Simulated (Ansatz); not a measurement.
# 3-layer antimonene (AA') in a perpendicular field

Aim: how the 3-layer antimonene (AA') screens a field along its normal, and what the field does to its bands. A positive field points along +c.

Calculated with Ansatz 0.2.0; plane-wave DFT, PBE-D3(BJ), Ansatz PAW.

Report form: inputs, costs, results and the conclusion, without the logs.

## Step 1: Starting point

The cell holds 6 atoms: 6 Sb. Cell: a = 4.120 Å, b = 4.120 Å, c = 52.950 Å, α = 90.0°, β = 90.0°, γ = 120.0°. Regions: layer 1: antimonene, 2 atoms (2 Sb); layer 2: antimonene, 2 atoms (2 Sb); layer 3: antimonene, 2 atoms (2 Sb). Vacuum lies along c.

As a file:

```cif
data_structure
_symmetry_space_group_name_H-M 'P 1'
_symmetry_Int_Tables_number 1
_cell_length_a 4.1200
_cell_length_b 4.1200
_cell_length_c 52.9500
_cell_angle_alpha 90.000
_cell_angle_beta 90.000
_cell_angle_gamma 120.000
_cell_volume 778.38
loop_
_atom_site_label
_atom_site_type_symbol
_atom_site_fract_x
_atom_site_fract_y
_atom_site_fract_z
_atom_site_occupancy
Sb1 Sb 0.66667 0.33333 0.39660 1
Sb2 Sb 0.33333 0.66667 0.42776 1
Sb3 Sb 0.33333 0.66667 0.48442 1
Sb4 Sb 0.66667 0.33333 0.51558 1
Sb5 Sb 0.66667 0.33333 0.57224 1
Sb6 Sb 0.33333 0.66667 0.60340 1
```

## Step 2: Relaxing the slab

The starting cell is a guess, so the in-plane lattice and the atoms are relaxed first, with the slab cut off from its images along the normal.

input.yaml reads:

```yaml
crystal:
  lattice:
    - [4.12, 0.0, 0.0]
    - [-2.06, 3.5680246636, 0.0]
    - [0.0, 0.0, 52.9500000009]
  atoms:
    - { symbol: Sb, position: [0.6666666667, 0.3333333333, 0.3966005666] }
    - { symbol: Sb, position: [0.3333333333, 0.6666666667, 0.4277620397] }
    - { symbol: Sb, position: [0.3333333333, 0.6666666667, 0.4844192635] }
    - { symbol: Sb, position: [0.6666666667, 0.3333333333, 0.5155807365] }
    - { symbol: Sb, position: [0.6666666667, 0.3333333333, 0.5722379603] }
    - { symbol: Sb, position: [0.3333333333, 0.6666666667, 0.6033994334] }
  periodic: [true, true, false]
kpoints:
  mp_grid: { grid: [12, 12, 1] }
hamiltonian:
  xc: pbe
  dispersion: d3bj
scf:
  occupations: { method: fermi_dirac, width: 0.05 }
  convergence: { dr2_threshold: 1.0e-09 }
relax:
  f_tol: 0.004
  max_steps: 90
  cell: {}
output:
  write_potential: true
  write_density: true
  volumetric_format: npy
```

Started as:

```
$ ansatz run input.yaml --threads 4 --pin off --max-ram 8192MiB --backend cpu --events-out ev --progress --plain --runs-dir out
```

Run time: 2.3 min. Hardware: 4 threads of Arm Neoverse V1, shared host; peak memory 1.6 GiB; 9.2 min of CPU time.

The steps of the relaxation:

```tsv
step	energy less that of the first step (eV)	largest force component (eV/Å)	volume (Å³)
1	0.0000	0.6975	778.38
2	-0.1771	0.3887	780.01
3	-0.2721	0.3650	776.79
4	-0.3705	0.3066	764.56
5	-0.4469	0.1128	766.58
6	-0.4767	0.0888	756.54
7	-0.4702	0.1689	773.28
8	-0.4841	0.0115	758.17
9	-0.4854	0.0028	758.24
10	-0.4854	0.0004	758.09
11*	-0.4844	0.0004	758.09
```

Relaxation steps marked * repeat the geometry before them on a plane-wave basis chosen anew for their cell, so energy and pressure can jump there. Relaxation step 7 was tried and not accepted.

The run keeps the 12 symmetry operations that the program found, so distortions that break them were not tested.

```tsv
cell as run	before	after	change
a (Å)	4.120	4.066	-1.3 %
b (Å)	4.120	4.066	-1.3 %
```

The atoms that moved most (Å, along periodic axes as changes of fractional coordinates times the final cell, across vacuum about the mean position):

```tsv
atom	dx	dy	dz	length
Sb1	0.000	0.000	-1.030	1.030
Sb6	0.000	0.000	1.030	1.030
Sb5	0.000	0.000	1.027	1.027
Sb2	0.000	0.000	-1.027	1.027
```

Final coordinates:

```cif
data_structure
_symmetry_space_group_name_H-M 'P 1'
_symmetry_Int_Tables_number 1
_cell_length_a 4.0660
_cell_length_b 4.0660
_cell_length_c 52.9500
_cell_angle_alpha 90.000
_cell_angle_beta 90.000
_cell_angle_gamma 120.000
_cell_volume 758.09
loop_
_atom_site_label
_atom_site_type_symbol
_atom_site_fract_x
_atom_site_fract_y
_atom_site_fract_z
_atom_site_occupancy
Sb1 Sb 0.66667 0.33333 0.37715 1
Sb2 Sb 0.33333 0.66667 0.40836 1
Sb3 Sb 0.33333 0.66667 0.48439 1
Sb4 Sb 0.66667 0.33333 0.51561 1
Sb5 Sb 0.66667 0.33333 0.59164 1
Sb6 Sb 0.33333 0.66667 0.62285 1
```

Read from the output:

- energy at zero smearing: -38908.2019 eV

The lattice constant a goes from 4.120 to 4.066 Å.

## Step 3: Atoms held, field 0, start network

A sawtooth potential applies the field, turning back in the middle of the vacuum. With the dipole correction the typed value is the field outside the slab. The induced dipole is small, so the SCF threshold is tight.

The cell differs from the one that the last finished run ended in (c 52.950 → 31.010 Å).

input.yaml reads:

```yaml
crystal:
  lattice:
    - [4.0659583522, 0.0, 0.0]
    - [-2.0329791761, 3.5212232237, 0.0]
    - [0.0, 0.0, 31.0098305757]
  atoms:
    - { symbol: Sb, position: [0.6666666667, 0.3333333333, 0.2902305441] }
    - { symbol: Sb, position: [0.3333333333, 0.6666666667, 0.3435211789] }
    - { symbol: Sb, position: [0.3333333333, 0.6666666667, 0.4733393299] }
    - { symbol: Sb, position: [0.6666666667, 0.3333333333, 0.5266606701] }
    - { symbol: Sb, position: [0.6666666667, 0.3333333333, 0.6564788211] }
    - { symbol: Sb, position: [0.3333333333, 0.6666666667, 0.7097694559] }
kpoints:
  mp_grid: { grid: [12, 12, 1] }
  band_path:
    path: [[0, 0, 0], [0.5, 0, 0], [0.33333333, 0.33333333, 0], [0, 0, 0]]
    npoints: 16
hamiltonian:
  xc: pbe
  dispersion: d3bj
scf:
  occupations: { method: fermi_dirac, width: 0.02585 }
  convergence: { dr2_threshold: 1.0e-10 }
efield:
  axis: 3
  dipole_correction: true
  ramp_position: 0.97
  ramp_width: 0.06
  amplitude: 0
output:
  dos: { projected: true, e_range: [-6, 5] }
  write_potential: true
  write_density: true
  volumetric_format: npy
  elf: true
```

Run time: 34 s. Hardware: 4 threads; peak memory 1.3 GiB.

This step gave:

```
dipole along the normal            : 1.63e-7 e·Å
gap along the path                 : 0.7023 eV
smallest direct gap along the path : 1.133 eV
ionisation energy, upper face      : 4.620 eV
electron affinity, upper face      : 3.918 eV
gap, the smaller of path and mesh  : 0.6971 eV
```

Running mean over a fixed 2.7 Å (it still follows the layers) of the planar mean; the ramp of the sawtooth is left out. Table of electron's electrostatic potential energy less the Fermi level by z:

z (Å), electron's electrostatic potential energy less the Fermi level (eV) and a bar from the least value:
```
        4       4.26 ##############################
        5       4.25 ##############################
        6       4.17 ##############################
        7       3.12 ##########################
        8      -0.28 ################
        9      -3.66 #####
       10      -5.23 
       11      -2.56 ########
       12       0.74 ###################
       13       1.63 ######################
       14      -1.48 ############
       15      -4.62 ##
       16      -4.65 ##
       17      -1.51 ############
       18       1.60 ######################
       19       0.77 ###################
       20      -2.53 #########
       21      -5.22 
       22      -3.69 #####
       23      -0.32 ################
       24       3.10 ##########################
       25       4.17 ##############################
       26       4.25 ##############################
       27       4.26 ##############################
```

The density of states has structure finer than the step of the table below, so its rows give means over 0.25 eV. Peaks (eV: height): -3.880: 9.64, -3.660: 12.6, -3.460: 18.2, -2.390: 9.88, -2.030: 11.5, -0.380: 8.88, 1.420: 8.70.

Table of density of states by energy, zero at the Fermi level of the run, which the smearing sets inside the gap; means over each step:

```tsv
energy (eV)	density of states (states/eV a cell)
-4.50	0
-4.25	0.0655
-4.00	3.13
-3.75	6.34
-3.50	6.38
-3.25	3.32
-3.00	4.33
-2.75	4.53
-2.50	5.53
-2.25	6.08
-2.00	7.71
-1.75	6.96
-1.50	5.04
-1.25	4.27
-1.00	3.68
-0.75	1.95
-0.50	2.35
-0.25	0.444
0.00	0
0.25	0.0163
0.50	0.939
0.75	2.45
1.00	4.66
1.25	4.91
1.50	6.31
1.75	5.63
```

Projected DOS per atom over height of the atomic layer and energy from the Fermi level. Layers: Sb Sb Sb Sb Sb Sb from below.

Ten even steps from '0' (0.00 states/eV) to '9' (1.19 states/eV), each cell a mean:
```
557755
887788
665566
435534
001100
000000
112211
223322
554455
765567
999999
999999
767767
565565
456654
997799
346643
000000
000000
000000
000000
000000
```
Columns: height of the atomic layer (Å) from 9 to 22.0 (not evenly spaced); rows upwards: energy from the Fermi level (eV) from -5.96 to 2.05.

Electronic bands along the path, in eV, zero at the Fermi level of the run, which the smearing sets inside the gap:

```tsv
point	band 42	band 43	band 44	band 45	band 46	band 47	band 48	band 49
Γ	-0.45	-0.44	-0.42	-0.42	1.04	1.39	1.61	2.24
halfway	-1.44	-1.41	-1.16	-0.57	0.56	0.85	1.19	2.69
M	-2.11	-2.07	-2.04	-1.77	0.85	1.08	1.25	1.38
halfway	-2.53	-2.42	-2.06	-1.75	0.99	1.40	1.79	2.05
K	-2.42	-2.42	-2.07	-2.07	0.51	0.83	1.15	2.41
halfway	-2.35	-1.70	-1.12	-0.57	1.29	1.64	2.01	2.07
Γ	-0.45	-0.44	-0.42	-0.42	1.04	1.39	1.61	2.24
```

Electrostatic potential energy in the ca plane at fractional y = 0.333, with atoms of Sb within 0.2 Å of it. With pseudopotentials it is smooth inside the atoms' cores, unlike the true potential.

Ten even steps from '0' (-25 eV) to '9' (6 eV), each cell a mean:
```
89999999998886546899999875457888999999999999
99999999999862001589999730014789999999999999
99999999999840000279998500001689999999999999
99999999999730000169998400000589999999999999
99999999999840000279998510001689999999999999
99999999999863112589999741015789999999999999
89999999988887656899999876567888999999999999
88999999887788888999999998888877899999999999
78999999876788999999999999998766789999999999
78999999876788999999999999998767789999999999
88999999887788888999999998888877899999999999
```
Columns run along c (16.0 Å, from fractional 0.36 to 0.87 of the cell; values clipped at the 3rd and 97th percentile), rows up along a (4.1 Å). Atoms in or near the plane, at fractional coordinates: Sb at (0.53, 0.67), Sb at (0.66, 0.67).

ELF in the ca plane at fractional y = 0.333, with atoms of Sb within 0.2 Å of it. It is the smooth field of the valence electrons, not physical close to the nuclei.

Ten even steps from '0' (0.00) to '9' (0.71), each cell a mean:
```
55310013556776557984117986567766543210000000
32100001234654335796139964345653211000000000
10000000013542002697239740013442100000000000
10000000013442000598249730003442100000000000
21000000013543102697239841014542100000000000
32100001235664445896129964345664321000000000
65420014566777667884016886667776654210000000
78740037876677655431002455567767887531000000
78851048976565421100000012345556899742000000
78851048976565422100000112346656899742000000
78730036876777666541002566677767787521000000
```
Columns run along c (16.0 Å, from fractional 0.36 to 0.87 of the cell), rows up along a (4.1 Å). Atoms in or near the plane, at fractional coordinates: Sb at (0.53, 0.67), Sb at (0.66, 0.67).

Valence density in the ca plane at fractional y = 0.333, with atoms of Sb within 0.2 Å of it. It is the smooth field of the valence electrons, not physical close to the nuclei.

Values in e/Å³, 6 rows by 16 columns, each cell a mean:
```
 0  0  0  0  0  1  0  0  0  1  0  0  0  0  0  0
 0  0  0  0  1 10  1  0  1 10  1  0  0  0  0  0
 0  0  0  0  1  6  1  0  0  6  1  0  0  0  0  0
 0  0  0  0  0  0  0  0  0  0  0  0  0  0  0  0
 0  0  0  0  0  0  0  0  0  0  0  0  0  0  0  0
 0  0  0  0  0  0  0  0  0  0  0  0  0  0  0  0
```
Columns run along c (16.0 Å, from fractional 0.36 to 0.87 of the cell), rows up along a (4.1 Å). Atoms in or near the plane, at fractional coordinates: Sb at (0.53, 0.67), Sb at (0.66, 0.67).

The gap is 0.70 eV, with the valence edge 4.62 eV and the conduction edge 3.92 eV under the upper vacuum level. Spin-orbit coupling, left out in this run, matters for the bands of elements this heavy.

## Step 4: Single point, field 0.05 V/Å

Edit input.yaml of step 3 so:

```diff
@@ -28,5 +28,4 @@
   ramp_width: 0.06
-  amplitude: 0
+  amplitude: 0.05
 output:
-  dos: { projected: true, e_range: [-6, 5] }
   write_potential: true
@@ -34,2 +33 @@
   volumetric_format: npy
-  elf: true
```

Elapsed: 34 s, on 4 threads; peak memory 1.2 GiB.

The dipole is 0.0559 e·Å, and the gap 0.693 eV.

## Step 5: Single point, field -0.05 V/Å

Edit input.yaml of step 4 so:

```diff
@@ -28,3 +28,3 @@
   ramp_width: 0.06
-  amplitude: 0.05
+  amplitude: -0.05
 output:
```

It took 34 s on 4 threads; peak memory 1.2 GiB; 2.2 min of CPU time.

The dipole is -0.0559 e·Å, and the gap 0.693 eV.

## Step 6: Single point, field 0.1 V/Å

Edit input.yaml of step 5 so:

```diff
@@ -28,3 +28,3 @@
   ramp_width: 0.06
-  amplitude: -0.05
+  amplitude: 0.1
 output:
```

Elapsed: 36 s, on 4 threads; peak memory 1.2 GiB; 2.4 min of CPU time.

The dipole is 0.112 e·Å, and the gap 0.680 eV.

## Step 7: Atoms held, field -0.1 V/Å

Edit input.yaml of step 6 so:

```diff
@@ -28,3 +28,3 @@
   ramp_width: 0.06
-  amplitude: 0.1
+  amplitude: -0.1
 output:
```

Run time: 36 s. Hardware: 4 threads; peak memory 1.2 GiB; 2.4 min of CPU time.

The dipole is -0.112 e·Å, and the gap 0.680 eV.

## Step 8: Atoms held, field 0.2 V/Å

Edit input.yaml of step 7 so:

```diff
@@ -28,3 +28,3 @@
   ramp_width: 0.06
-  amplitude: -0.1
+  amplitude: 0.2
 output:
```

Elapsed: 37 s, on 4 threads; peak memory 1.2 GiB; 2.4 min of CPU time.

The dipole is 0.224 e·Å, and the gap 0.563 eV.

## Step 9: Atoms held, field -0.2 V/Å

Edit input.yaml of step 8 so:

```diff
@@ -28,3 +28,3 @@
   ramp_width: 0.06
-  amplitude: 0.2
+  amplitude: -0.2
 output:
```

Run time: 37 s. Hardware: 4 threads; peak memory 1.2 GiB.

The dipole is -0.224 e·Å, and the gap 0.563 eV.

## Step 10: Single point, field 0.3 V/Å

Edit input.yaml of step 9 so:

```diff
@@ -26,5 +26,5 @@
   dipole_correction: true
-  ramp_position: 0.97
-  ramp_width: 0.06
-  amplitude: -0.2
+  ramp_position: 0.9683
+  ramp_width: 0.0633
+  amplitude: 0.3
 output:
```

Wall time 36 s (4 threads); peak memory 1.2 GiB; 2.4 min of CPU time.

The dipole is 0.336 e·Å, and the gap 0.431 eV.

## Step 11: Single point, field -0.3 V/Å

Edit input.yaml of step 10 so:

```diff
@@ -28,3 +28,3 @@
   ramp_width: 0.0633
-  amplitude: 0.3
+  amplitude: -0.3
 output:
```

Wall time 36 s (4 threads); peak memory 1.2 GiB.

The dipole is -0.336 e·Å, and the gap 0.431 eV.

## Step 12: Atoms held, field 0.4 V/Å

Edit input.yaml of step 11 so:

```diff
@@ -26,5 +26,5 @@
   dipole_correction: true
-  ramp_position: 0.9683
-  ramp_width: 0.0633
-  amplitude: -0.3
+  ramp_position: 0.9384
+  ramp_width: 0.1232
+  amplitude: 0.4
 output:
```

Run time: 38 s. Hardware: 4 threads; peak memory 1.2 GiB; 2.5 min of CPU time.

The dipole is 0.449 e·Å, and the gap 0.293 eV.

## Step 13: Single point, field -0.4 V/Å

Edit input.yaml of step 12 so:

```diff
@@ -28,3 +28,3 @@
   ramp_width: 0.1232
-  amplitude: 0.4
+  amplitude: -0.4
 output:
```

Wall time 38 s (4 threads); peak memory 1.2 GiB; 2.5 min of CPU time.

The dipole is -0.449 e·Å, and the gap 0.293 eV.

## Step 14: Response, atoms held

This step: plane-wave DFT, PBE-D3(BJ), Ansatz PAW; response to a field along the normal, atoms held (Ansatz 0.2.0).

The dipoles give the slope, and the difference of two potentials shows where the field is screened.

This step gave:

| Item | Value |
| --- | --- |
| equivalent conductor thickness p/(ε₀AE) | 14.13 Å |
| distance between the outer atoms | 13.01 Å |

Dipole of the cell against applied field:

```tsv
applied field (V/Å)	dipole of the cell (e·Å)
-0.400	-0.449
-0.300	-0.336
-0.200	-0.224
-0.100	-0.112
-0.050	-0.0559
0.000	0
0.050	0.0559
0.100	0.112
0.200	0.224
0.300	0.336
0.400	0.449
```

Local field over the applied field, running mean. From the potentials at -0.05 and 0.05 V/Å; running mean over 2.8 Å. Local field over applied field against z:

z (Å), local field over applied field and a bar:
```
        5      0.984 ##############################
        6      0.912 ############################
        7      0.685 #####################
        8      0.364 ###########
        9      0.091 ##
       10      0.010 
       11      0.113 ###
       12      0.280 ########
       13      0.308 #########
       14      0.174 #####
       15      0.022 
       16      0.021 
       17      0.172 #####
       18      0.308 #########
       19      0.282 ########
       20      0.115 ###
       21      0.010 
       22      0.089 ##
       23      0.361 ###########
       24      0.682 #####################
       25      0.911 ############################
       26      0.983 ##############################
```

Electrons, planar mean, per unit field. Induced electron density against z:

z (Å), induced electron density (e/Å³ per V/Å) and a bar from the least value:
```
        5    0.00007 ###############
        6    0.00040 #################
        7    0.00182 #########################
        8    0.00278 ##############################
        9    0.00094 ####################
       10   -0.00010 ##############
       11   -0.00076 ###########
       12   -0.00202 ####
       13    0.00113 #####################
       14    0.00132 ######################
       15    0.00030 #################
       16   -0.00029 #############
       17   -0.00129 ########
       18   -0.00116 #########
       19    0.00200 ##########################
       20    0.00076 ###################
       21    0.00011 ################
       22   -0.00093 ##########
       23   -0.00276 
       24   -0.00185 #####
       25   -0.00041 #############
       26   -0.00007 ###############
```

The smaller of the gaps on the path and on the k-mesh, counted as 0 under 0.03 eV. Table of gap by applied field:

```tsv
applied field (V/Å)	gap (eV)
-0.400	0.293
-0.300	0.431
-0.200	0.563
-0.100	0.680
-0.050	0.693
0.000	0.697
0.050	0.693
0.100	0.680
0.200	0.563
0.300	0.431
0.400	0.293
```

By hand: between -0.05 and 0.05 V/Å the dipole changes by 0.1118 e·Å, a slope of 1.118 e·Å²/V. A perfect conductor of thickness t has p = ε₀AEt, so t = 180.95 × 1.118 / 14.317 = 14.13 Å (e/ε₀ = 180.95 V·Å, A in Å²).

The induced dipole is that of a conductor 14.13 Å thick.

## Step 15: Outcome

```json
{"gap without field": "0.697 eV", "ionisation energy, upper face": "4.62 eV", "electron affinity, upper face": "3.92 eV", "equivalent conductor thickness, atoms held": "14.1 Å"}
```

**Reading.** The induced dipole equals that of a perfect conductor 14.13 Å thick, while the outer atoms lie 13.01 Å apart; an out-of-plane ε follows only once a thickness t is chosen, by 1 − 1/ε = 14.13 Å / t. The gap goes from 0.70 eV to 0.29 eV at -0.4 V/Å. With the field reversed it is 0.29 eV at 0.4 V/Å. Semilocal functionals give gaps that are too small, and excitons are not included. Spin-orbit coupling is left out, which matters for the bands of elements this heavy.

[Long decimals in the printed logs are rounded to 6 places.]

[Logs are printed without paths, hosts, clocks, repeated set-up lines and the standing remarks that a program may print on its own settings, such as how far it seeks lower states.]

[Hosts, paths, dates, database ids (printed as entryN), source tags and the programs' standing remarks are cut or masked in the printed files.]

[Maps of the electrostatic potential energy from Ansatz leave out the sawtooth potential of an applied field or a dipole correction, so their vacuum need not be flat; planar profiles and work functions include it.]

[The density of states shown here was stored with 400 of the rows of the run's finer table, so its peaks can read low, often by over a quarter, or be missed, and its means over a window can be off by a tenth or more.]
